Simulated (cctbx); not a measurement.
# Interatomic vectors of Yb2CdFeS5

Space group Immm (no. 71), a = 4.2770 Å, b = 6.7480 Å, c = 12.7320 Å, α = 90.00°, β = 90.00°, γ = 90.00°, content Yb4 Cd2 Fe2 S10.

The data are simulated with cctbx, not measured: Cu Kα, λ = 1.54184 Å, to d = 0.83 Å, 70 % of the full sphere, strongest reflection 5000 counts, noise from counting, a 1.5 % proportional error and a noise floor of 2 counts (s.d.); no absorption.

Patterson synthesis, origin scaled to 1000:

```text
Patterson group I m m m
      u       v       w   height  length (A)
  0.000   0.000   0.000   1000.0     0.00
  0.000   0.500   0.203    505.9     4.25
  0.000   0.000   0.405    327.3     5.16
  0.000   0.500   0.300    245.3     5.10
  0.000   0.255   0.144    175.4     2.51
  0.000   0.000   0.500    161.3     6.37
  0.000   0.264   0.453    140.3     6.03
  0.000   0.500   0.000    132.7     3.37
  0.000   0.244   0.343    130.7     4.67
  0.000   0.000   0.203    121.7     2.58
  0.000   0.500   0.500     31.2     7.20
  0.000   0.188   0.000     27.3     1.27
  0.000   0.123   0.073     26.8     1.24
  0.219   0.249   0.041     19.3     1.99
```

**Question.** Which atom pairs make the peaks, and where is the heaviest atom?

A peak at u stands for all pairs with xi − xj = u, with weight Σ ZiZj against Σ Z² = 28120 at the origin. Peak heights follow these weights only roughly, since form factors, motion and series ripples differ, all vectors within 0.55 Å of a peak are counted as merged into it though the farther ones add only part of their weight, and F(000) is left out, which lowers the whole map:

| u | v | w | shortest length (Å) | height | 1000 ΣZiZj/ΣZ² | pairs in the cell |
| --- | --- | --- | --- | --- | --- | --- |
| 0.000 | 0.500 | 0.203 | 4.25 | 506 | 478 | 4 × Yb–Cd |
| 0.000 | 0.000 | 0.405 | 4.17 | 327 | 349 | 2 × Yb–Yb |
| 0.000 | 0.500 | 0.300 | 3.33 | 245 | 295 | 4 × Yb–Fe, 4 × S–S |
| 0.000 | 0.255 | 0.144 | 2.51 | 175 | 218 | 4 × Yb–S, 4 × Fe–S |
| 0.000 | 0.000 | 0.500 | 3.99 | 161 | 178 | 4 × Cd–Fe |
| 0.000 | 0.264 | 0.453 | 2.73 | 140 | 159 | 4 × Yb–S |
| 0.000 | 0.500 | 0.000 | 3.37 | 133 | 182 | 4 × Cd–S, 8 × S–S |
| 0.000 | 0.244 | 0.343 | 3.40 | 131 | 146 | 4 × Cd–S, 4 × S–S |
| 0.000 | 0.000 | 0.203 | 2.58 | 122 | 159 | 4 × Yb–S |

The table stops at ten peaks or at a height of 45, below which ripples compete. In the model behind the data Yb, the heaviest element, has 1 independent site: (1/2, 0, 0.7976), up to an allowed shift of origin; the Yb–Yb vectors are differences of these positions and their symmetry mates. The whole model:

| atom | mult. | x | y | z | Ueq (Å²) |
| --- | --- | --- | --- | --- | --- |
| Yb1 | 4 | 1/2 | 0 | 0.7976 | 0.0037 |
| Cd1 | 2 | 1/2 | 1/2 | 0 | 0.0044 |
| Fe1 | 2 | 0 | 0 | 0 | 0.0045 |
| S1 | 2 | 1/2 | 0 | 0 | 0.0064 |
| S2 | 8 | 0 | 0.2324 | 0.8461 | 0.0068 |

The model was made for the exercise: a known structure type with other elements put in, its volume estimated, not relaxed; displacement parameters are assumed.

[Logs are printed without paths, hosts, clocks, repeated set-up lines and the standing remarks that a program may print on its own settings, such as how far it seeks lower states.]
